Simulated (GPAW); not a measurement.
# Near-edge structure at the Ga K edge of GaAs (F-43m)

Aim: the near-edge shape at the Ga K edge of GaAs (F-43m), and what the core hole does to it.

Main program and level: GPAW 26.7.0; X-ray absorption from dipole matrix elements to empty bands, plane-wave PAW PBE.

## (1) Set-up

The structure is cubic, space group F-43m (No. 216). The conventional cell has a = 5.654 Å, b = 5.654 Å, c = 5.654 Å, α = 90.00°, β = 90.00°, γ = 90.00°. As has 4 Ga at 2.45 Å nearest. Nearest to Ga lie 4 As at 2.45 Å. Farther neighbours are not listed.

Coordinates:

```
As Ga
1.0
     0.00000    2.82685    2.82685
     2.82685    0.00000    2.82685
     2.82685    2.82685    0.00000
As Ga
1 1
Direct
  0.75000 0.75000 0.75000
  0.00000 0.00000 0.00000
```

## (2) The field without a hole

The ground state comes first: it tells whether the system has a gap, which decides how the excited electron is treated.

Input file scf.py:

```python
import numpy as np
from ase import Atoms
from ase.parallel import parprint, paropen
from gpaw import GPAW, PW, FermiDirac, Mixer, MixerDif, setup_paths
from gpaw.test import gen
setup_paths.insert(0, '.')
gen('Ga', name='nch1s', xcname='PBE', corehole=(1, 0, 0), write_xml=True)
from gpaw.mpi import world
world.barrier()

atoms = Atoms('AsGa',
    cell=[[0, 2.82685, 2.82685],
     [2.82685, 0, 2.82685],
     [2.82685, 2.82685, 0]],
    scaled_positions=[[0.75, 0.75, 0.75],
     [0, 0, 0]],
    pbc=True)
atoms.calc = calc = GPAW(legacy_gpaw=True, mode=PW(430, force_complex_dtype=True), xc='PBE', setups={1: 'nch1s'},
    kpts={'size': (8, 8, 8), 'gamma': True}, occupations=FermiDirac(0.05),
    charge=0, mixer=Mixer(0.1, 5, 50), maxiter=150,
    convergence={'density': 0.0001, 'eigenstates': 1e-6}, txt='scf.txt')
energy = atoms.get_potential_energy() + calc.get_reference_energy()
ef = calc.get_fermi_level()
out = dict(energy=energy, fermi=ef, forces=atoms.get_forces().tolist())
parprint(f'all-electron energy {energy:.4f} eV, Fermi level {ef:.4f} eV')
ev = np.array([[calc.get_eigenvalues(k, s) for k in range(len(calc.get_ibz_k_points()))] for s in range(calc.get_number_of_spins())])
out['homo'], out['lumo'], out['counts'] = ev[ev < ef].max(), ev[ev > ef].min(), sorted(set((ev < ef).sum((0, 2)).tolist()))
out['filled'] = (ev[:, 0] < ef).sum(1).tolist()
import json
with paropen('out.json', 'w') as f:
    json.dump(out, f)
```

Launch:

```console
> OMP_NUM_THREADS=1 mpirun -n 4 gpaw python scf.py
```

Numbers of over 12 decimals in the logs are rounded to 6 here.

What it wrote:

```text
Input parameters:
  convergence: {density: 0.0001,
                eigenstates: 1e-06}
  kpts: {gamma: True,
         size: (8, 8, 8)}
  maxiter: 150
  mixer: {backend: pulay,
          beta: 0.1,
          method: separate,
          nmaxold: 5,
          weight: 50}
  mode: {ecut: 430.0,
         force_complex_dtype: True,
         name: pw}
  occupations: {fixmagmom: False,
                name: fermi-dirac,
                width: 0.05}
  setups: {1: nch1s}
  xc: PBE

Initialize ...

[... PAW data sets ...]

Reference energy: -114387.645867  # eV

Spin-paired calculation

[... convergence settings ...]
Symmetries present (total): 24
  [... symmetry matrices ...]

512 k-points: 8 x 8 x 8 Monkhorst-Pack grid + [1/16,1/16,1/16]
29 k-points in the irreducible part of the Brillouin zone
       k-points in crystal coordinates                weights
   0:     0.00000000    0.00000000    0.00000000          1/512
   1:     0.12500000    0.12500000    0.00000000          6/512
   2:     0.12500000    0.12500000    0.12500000          8/512
   3:     0.25000000    0.12500000    0.12500000         12/512
   4:     0.25000000    0.25000000    0.00000000          6/512
   5:     0.25000000    0.25000000    0.12500000         24/512
   6:     0.25000000    0.25000000    0.25000000          8/512
   7:     0.37500000    0.25000000   -0.37500000         24/512
   8:     0.37500000    0.25000000    0.12500000         24/512
   9:     0.37500000    0.25000000    0.25000000         24/512
          ...
  28:     0.50000000    0.50000000    0.50000000          4/512

Wave functions: Plane wave expansion
  Cutoff energy: 430.000 eV
  Number of coefficients (min, max): 902, 941
  Pulay-stress correction: 0.000000 eV/Ang^3 (de/decut=0.000000)
  Using FFTW library
  Wavefunction extrapolation:
    Improved wavefunction reuse through dual PAW basis

Occupation numbers: Fermi-Dirac:
  width: 0.0500  # eV

Eigensolver
   Davidson(niter=2)

Densities:
  Coarse grid: 20*20*20 grid
  Fine grid: 40*40*40 grid
  Total Charge: 0.000000

Density mixing:
  Method: separate
  Backend: pulay
  Linear mixing parameter: 0.1
  old densities: 5
  Width of damping distribution: 1.1
  Damping of long wavelength oscillations: 50

[... Hamiltonian set-up ...]
Number of atoms: 2
Number of atomic orbitals: 8
Number of bands in calculation: 8
Number of valence electrons: 8
Bands to converge: occupied

... initialized

Initializing position-dependent things.

Density initialized from atomic densities
Creating initial wave functions:
  8 bands from LCAO basis set

                    As

       Ga

Atomic positions and initial magnetic moments

Positions:
   0 As     4.240275    4.240275    4.240275    ( 0.0000,  0.0000,  0.0000)
   1 Ga     0.000000    0.000000    0.000000    ( 0.0000,  0.0000,  0.0000)

Unit cell:
           periodic     x           y           z      points  spacing
  1. axis:    yes    0.000000    2.826850    2.826850    20     0.1632
  2. axis:    yes    2.826850    0.000000    2.826850    20     0.1632
  3. axis:    yes    2.826850    2.826850    0.000000    20     0.1632

  Lengths:   3.997770   3.997770   3.997770
  Angles:   60.000000  60.000000  60.000000

Effective grid spacing dv^(1/3) = 0.1781

iter:   1    -8.314019
iter:   2    -8.282325   -2.70  -0.86
iter:   3    -8.240369   -1.90  -0.92
iter:   4    -8.230872   -3.70  -1.41
iter:   5    -8.228174   -2.97  -1.50
iter:   6    -8.227838c  -5.00  -2.11
iter:   7    -8.227703c  -4.73  -2.38
iter:   8    -8.227639c  -5.12  -2.72
iter:   9    -8.227637c  -6.83c -3.40
iter:  10    -8.227639c  -6.68c -3.46
iter:  11    -8.227639c  -7.05c -3.58
iter:  12    -8.227639c  -8.39c -4.19c

Converged after 12 iterations.

Dipole moment: (3.422349, 3.422349, 3.422349) |e|*Ang

Energy contributions relative to reference atoms: (reference = -114387.645867)

Kinetic:        +26.980301
Potential:      -23.867729
External:        +0.000000
XC:             -11.358620
Entropy (-ST):   -0.000014
Local:           +0.018416
SIC:             +0.000000
--------------------------
Free energy:     -8.227646
Extrapolated:    -8.227639

Showing only first 2 kpts
 Kpt  Band  Eigenvalues  Occupancy
  0     2      4.92131    1.99684
  0     3      4.92131    1.99684
  0     4      5.50807    0.01008
  0     5      8.69495    0.00000

  1     2      4.26422    2.00000
  1     3      4.26422    2.00000
  1     4      7.32774    0.00000
  1     5      8.05774    0.00000

Fermi level: 5.24378

Gap: 0.587 eV
Transition (v -> c):
  (s=0, k=0, n=3, [0.00, 0.00, 0.00]) -> (s=0, k=0, n=4, [0.00, 0.00, 0.00])
No difference between direct/indirect transitions

Forces in eV/Ang:
  0 As   -0.00000   -0.00000    0.00000
  1 Ga    0.00000   -0.00000    0.00000
Scalar-relativistic atomic PBE calculation for Ga (Gallium, Z=31)
Core hole in 1s state (1s occupation: 2.0)
600 radial gridpoints.
|------------------------------------------------|
|------------------------------------------------|
[... the atom generator's iteration count ...]

Energy contributions:
-------------------------
Kinetic:    +1975.818718
XC:           -75.460039
Potential:  -3843.834555
-------------------------
Total:      -1943.475875

state      eigenvalue         ekin         rmax
-----------------------------------------------
1s^2.0 :  -375.738345   483.145156        0.032
2s^2.0 :   -46.372143    92.242833        0.182
2p^6.0 :   -40.383279    89.841965        0.146
3s^2.0 :    -5.441135    20.702678        0.565
3p^6.0 :    -3.633356    18.380252        0.567
3d^10.0:    -0.703962    12.956549        0.533
4s^2.0 :    -0.328732     1.921093        1.895
4p^1.0 :    -0.094810     0.896399        2.539
-----------------------------------------------
(units: Bohr and Hartree)

Generating PAW setup
Kinetic energy of the core from tauc = 1991.443120
Cutoffs:
rc(s)=2.200
rc(p)=2.200
rc(d)=2.200
rc(vbar)=1.980
rc(comp)=2.200
rc(nct)=2.200

Kinetic energy of the core states: 1971.080133
Charge: 0.0
Core electrons: 28.0
Valence electrons: 3.0
Pseudo-core charge: 1.922205
Shape function alpha=2.066
Pseudo-electron charge 5.203998
state    eigenvalue         norm
--------------------------------
4s(2) :    -0.328732     1.135119
*s    :     0.671268
4p(1) :    -0.094810     1.011555
*p    :     0.905190
*d    :     0.000000
--------------------------------

Diagonalizing with gridspacing h=0.050

state   all-electron     PAW
-------------------------------
4s:      -0.328732    -0.328886
4p:      -0.094810    -0.094897
*d:                    0.028969
*f:                    0.063419
-------------------------------
all-electron energy -114395.8735 eV, Fermi level 5.2438 eV
```

Run time: 4.6 s. Hardware: 4 MPI ranks of Intel Xeon Platinum 8488C (Sapphire Rapids), shared host; peak memory 0.16 GiB; 17 s of CPU time.

The mesh shows a gap of 0.59 eV, so the hole is first treated in a charged cell, without the excited electron.

## (3) Spectrum without a core hole, Ga atom 2

Without a hole the spectrum is the empty density of states of the right symmetry on the absorber, weighted by matrix elements. It needs only the small cell and serves as the baseline. The data set with a hole of occupation 0 only carries the core orbital.

The absorber has 4 As at 2.45 Å (tetrahedral, site symmetry -43m).

Input file xas.py:

```python
import numpy as np
from ase import Atoms
from ase.parallel import parprint, paropen
from gpaw import GPAW, PW, FermiDirac, Mixer, MixerDif, setup_paths
from gpaw.test import gen
setup_paths.insert(0, '.')
gen('Ga', name='nch1s', xcname='PBE', corehole=(1, 0, 0), write_xml=True)
from gpaw.mpi import world
world.barrier()

atoms = Atoms('AsGa',
    cell=[[0, 2.82685, 2.82685],
     [2.82685, 0, 2.82685],
     [2.82685, 2.82685, 0]],
    scaled_positions=[[0.75, 0.75, 0.75],
     [0, 0, 0]],
    pbc=True)
atoms.calc = calc = GPAW(legacy_gpaw=True, mode=PW(430, force_complex_dtype=True), xc='PBE', setups={1: 'nch1s'},
    kpts={'size': (8, 8, 8), 'gamma': True}, occupations=FermiDirac(0.02),
    charge=0, mixer=Mixer(0.1, 5, 50), maxiter=150,
    convergence={'density': 0.0001, 'eigenstates': 1e-6}, txt='scf.txt')
energy = atoms.get_potential_energy() + calc.get_reference_energy()
ef = calc.get_fermi_level()
out = dict(energy=energy, fermi=ef, forces=atoms.get_forces().tolist())
parprint(f'all-electron energy {energy:.4f} eV, Fermi level {ef:.4f} eV')
ev = np.array([[calc.get_eigenvalues(k, s) for k in range(len(calc.get_ibz_k_points()))] for s in range(calc.get_number_of_spins())])
out['homo'], out['lumo'], out['counts'] = ev[ev < ef].max(), ev[ev > ef].min(), sorted(set((ev < ef).sum((0, 2)).tolist()))
out['filled'] = (ev[:, 0] < ef).sum(1).tolist()

from ase.units import Ha
from gpaw.xas import dipole_matrix_elements
nb = int(calc.get_number_of_electrons() / 2) + 30
top = nb
nscf = calc.fixed_density(kpts={'size': (6, 6, 6), 'gamma': True},
    convergence={'eigenstates': 1.0}, txt='nscf.txt')
nscf.diagonalize_full_hamiltonian(nbands=nb)
cell = atoms.cell.array
ops = [cell.T @ U.T @ np.linalg.inv(cell.T) for U in nscf.wfs.kd.symmetry.op_scc]
filled = [4]  # bands filled in the ground state, by spin
E = np.arange(-25, 34, 0.1)
fwhm = np.interp(E, [4, 25], [1.82, 3.5])
Y, X, zero, highest = 0, 0, 1e9, 1e9
for spin in range(nscf.get_number_of_spins()):
    wfs = nscf.wfs
    mine = wfs.bd.get_slice()  # this rank's bands
    A = dipole_matrix_elements(wfs.setups[1])
    eps = np.zeros((wfs.kd.nibzkpts, nb))
    d = np.zeros((3, A.shape[1], wfs.kd.nibzkpts, nb), complex)
    for kpt in wfs.kpt_u:
        if kpt.s == spin and 1 in kpt.P_ani:
            eps[kpt.k, mine] = kpt.eps_n * Ha
            d[:, :, kpt.k, mine] = (kpt.weight * wfs.nspins / 2) ** 0.5 * np.inner(A, kpt.P_ani[1])
    world.sum(eps)
    world.sum(d)
    T = np.einsum('amkn,bmkn->abkn', d, d.conj()).real
    T = sum(np.einsum('ai,ijkn,bj->abkn', R, T, R) for R in ops) / len(ops)
    empty = np.ones_like(eps, bool) & (np.arange(nb) >= filled[spin])
    zero, highest = min(zero, eps[empty].min()), min(highest, eps[:, top - 1].min())
    lines = [(eps, T, empty)] if spin == 0 else lines + [(eps, T, empty)]
for eps, T, empty in lines:
    f = np.einsum('aakn->akn', T).reshape(3, -1)
    x = eps.ravel() - zero
    w = np.interp(x, E, fwhm) / 2.35482
    g = np.exp(-0.5 * ((E[:, None] - x) / w) ** 2) / (w * (2 * np.pi) ** 0.5)
    Y = Y + (f * empty.ravel()) @ g.T
    X = X + (f * ~empty.ravel()) @ g.T
out.update(E=E.round(2).tolist(), xas=Y.tolist(), xes=X.tolist(), zero=zero, valid=highest - zero, nk=len(eps), nb=nb)
for i in range(0, len(E), 10):
    parprint(f'{E[i]:7.2f}', *(f'{v:10.3e}' for v in Y[:, i]))
import json
with paropen('out.json', 'w') as f:
    json.dump(out, f)
```

Launch:

```console
> OMP_NUM_THREADS=1 mpirun -n 4 gpaw python xas.py
```

What it wrote:

```text
Input parameters:
  convergence: {density: 0.0001,
                eigenstates: 1e-06}
  kpts: {gamma: True,
         size: (8, 8, 8)}
  maxiter: 150
  mixer: {backend: pulay,
          beta: 0.1,
          method: separate,
          nmaxold: 5,
          weight: 50}
  mode: {ecut: 430.0,
         force_complex_dtype: True,
         name: pw}
  occupations: {fixmagmom: False,
                name: fermi-dirac,
[...]
*p    :     0.905190
*d    :     0.000000
--------------------------------

Diagonalizing with gridspacing h=0.050

state   all-electron     PAW
-------------------------------
4s:      -0.328732    -0.328886
4p:      -0.094810    -0.094897
*d:                    0.028969
*f:                    0.063419
-------------------------------
all-electron energy -114395.8735 eV, Fermi level 5.2257 eV
[...]
32.00  1.445e-07  1.445e-07  1.445e-07
  33.00  1.385e-07  1.385e-07  1.385e-07
[key lines of the parts left out:]
Converged after 12 iterations.
Dipole moment: (3.422343, 3.422343, 3.422343) |e|*Ang
Free energy:     -8.227644
Fermi level: 5.22569
```

It took 9.5 s on 4 MPI ranks; peak memory 0.26 GiB.

The Ga K spectrum, Ga atom 2, no core hole (energy from the lowest empty level; intensity scaled to a mean of 1 over the first 20 eV):

```tsv
E (eV)	intensity
-2.0	0.00
-1.4	0.00
-0.8	0.01
-0.2	0.04
0.4	0.13
1.0	0.28
1.6	0.45
2.2	0.63
2.8	0.90
3.4	1.26
4.0	1.49
4.6	1.45
5.2	1.27
5.8	1.17
6.4	1.27
7.0	1.36
7.6	1.24
8.2	0.99
8.8	0.83
9.4	0.84
10.0	0.94
10.6	1.09
11.2	1.30
11.8	1.50
12.4	1.56
13.0	1.38
13.6	1.09
14.2	0.87
14.8	0.82
15.4	0.90
16.0	0.99
16.6	0.99
17.2	0.90
17.8	0.80
18.4	0.74
19.0	0.76
19.6	0.83
20.2	0.92
20.8	0.97
21.4	0.97
22.0	0.91
22.6	0.83
23.2	0.76
23.8	0.71
24.4	0.70
25.0	0.72
25.6	0.76
26.2	0.80
26.8	0.84
27.4	0.87
28.0	0.89
28.6	0.89
29.2	0.90
29.8	0.91
30.4	0.93
31.0	0.96
31.6	0.97
```

Main maxima below 30 eV (height): 4.2 eV (1.51), 7.0 eV (1.36), 12.2 eV (1.56), 16.2 eV (1.00) and 21.0 eV (0.98). A K edge sees empty p states on the absorber.

The same matrix elements for filled bands give the Ga K emission of Ga atom 2 (ground-state approximation; energy from the lowest empty level, largest value 1):

```tsv
E (eV)	emission
-24.00	0.00
-23.25	0.00
-22.50	0.00
-21.75	0.00
-21.00	0.00
-20.25	0.00
-19.50	0.00
-18.75	0.00
-18.00	0.00
-17.25	0.00
-16.50	0.00
-15.75	0.00
-15.00	0.00
-14.25	0.00
-13.50	0.01
-12.75	0.04
-12.00	0.09
-11.25	0.11
-10.50	0.07
-9.75	0.02
-9.00	0.00
-8.25	0.02
-7.50	0.06
-6.75	0.10
-6.00	0.11
-5.25	0.19
-4.50	0.44
-3.75	0.79
-3.00	0.99
-2.25	0.90
-1.50	0.58
-0.75	0.26
0.00	0.07
0.75	0.01
1.50	0.00
2.25	0.00
3.00	0.00
```

Emission maxima: -11.4 eV (0.11) and -2.8 eV (1.00).

## (4) Supercell without a hole, the energy reference

The photon energy needs a difference of total energies, so the cell and mesh of the coming hole run are first run without a hole.

Edit scf.py of step 2 so:

```diff
@@ -10,11 +10,17 @@
 
-atoms = Atoms('AsGa',
-    cell=[[0, 2.82685, 2.82685],
-     [2.82685, 0, 2.82685],
-     [2.82685, 2.82685, 0]],
+atoms = Atoms('As4Ga4',
+    cell=[[0, 0, 5.6537],
+     [5.6537, 0, 0],
+     [0, 5.6537, 0]],
     scaled_positions=[[0.75, 0.75, 0.75],
-     [0, 0, 0]],
+     [0.75, 0.25, 0.25],
+     [0.25, 0.25, 0.75],
+     [0.25, 0.75, 0.25],
+     [0, 0, 0],
+     [0, 0.5, 0.5],
+     [0.5, 0.5, 0],
+     [0.5, 0, 0.5]],
     pbc=True)
-atoms.calc = calc = GPAW(legacy_gpaw=True, mode=PW(430, force_complex_dtype=True), xc='PBE', setups={1: 'nch1s'},
-    kpts={'size': (8, 8, 8), 'gamma': True}, occupations=FermiDirac(0.05),
+atoms.calc = calc = GPAW(legacy_gpaw=True, mode=PW(430, force_complex_dtype=True), xc='PBE', setups={4: 'nch1s'},
+    kpts={'size': (3, 3, 3), 'gamma': True}, occupations=FermiDirac(0.02),
     charge=0, mixer=Mixer(0.1, 5, 50), maxiter=150,
```

Launch:

```console
> OMP_NUM_THREADS=1 mpirun -n 4 gpaw python scf.py
```

What it wrote:

```text
Input parameters:
  convergence: {density: 0.0001,
                eigenstates: 1e-06}
  kpts: {gamma: True,
         size: (3, 3, 3)}
  maxiter: 150
  mixer: {backend: pulay,
          beta: 0.1,
          method: separate,
          nmaxold: 5,
          weight: 50}
  mode: {ecut: 430.0,
         force_complex_dtype: True,
         name: pw}
  occupations: {fixmagmom: False,
                name: fermi-dirac,
[...]
4s(2) :    -0.328732     1.135119
*s    :     0.671268
4p(1) :    -0.094810     1.011555
*p    :     0.905190
*d    :     0.000000
--------------------------------

Diagonalizing with gridspacing h=0.050

state   all-electron     PAW
-------------------------------
4s:      -0.328732    -0.328886
4p:      -0.094810    -0.094897
*d:                    0.028969
*f:                    0.063419
-------------------------------
all-electron energy -457583.3941 eV, Fermi level 5.2332 eV
[key lines of the parts left out:]
Converged after 13 iterations.
Dipole moment: (-0.000000, -0.000000, -0.000000) |e|*Ang
Free energy:    -32.812851
Fermi level: 5.23322
```

The job ended after 5.8 s (4 MPI ranks; peak memory 0.21 GiB).

Reference energy: -457583.394 eV with the cores included.

(Part 1 of 2 ends here.)

[Banner, clock and machine lines of the logs are left out without a mark of their own.]

[Logs are printed without paths, hosts, clocks, repeated set-up lines and the standing remarks that a program may print on its own settings, such as how far it seeks lower states.]

[Hosts, paths, dates, database ids (printed as entryN), source tags and the programs' standing remarks are cut or masked in the printed files.]

[Lists of maxima count a maximum above −3 eV only where it reaches 4 % of the highest in the window and stands out from its surroundings by 2 % of it (1.5 % where it reaches 55 %); shoulders and weaker maxima are passed over, and of the rest the first, up to two pre-edge ones and the few strongest are named.]
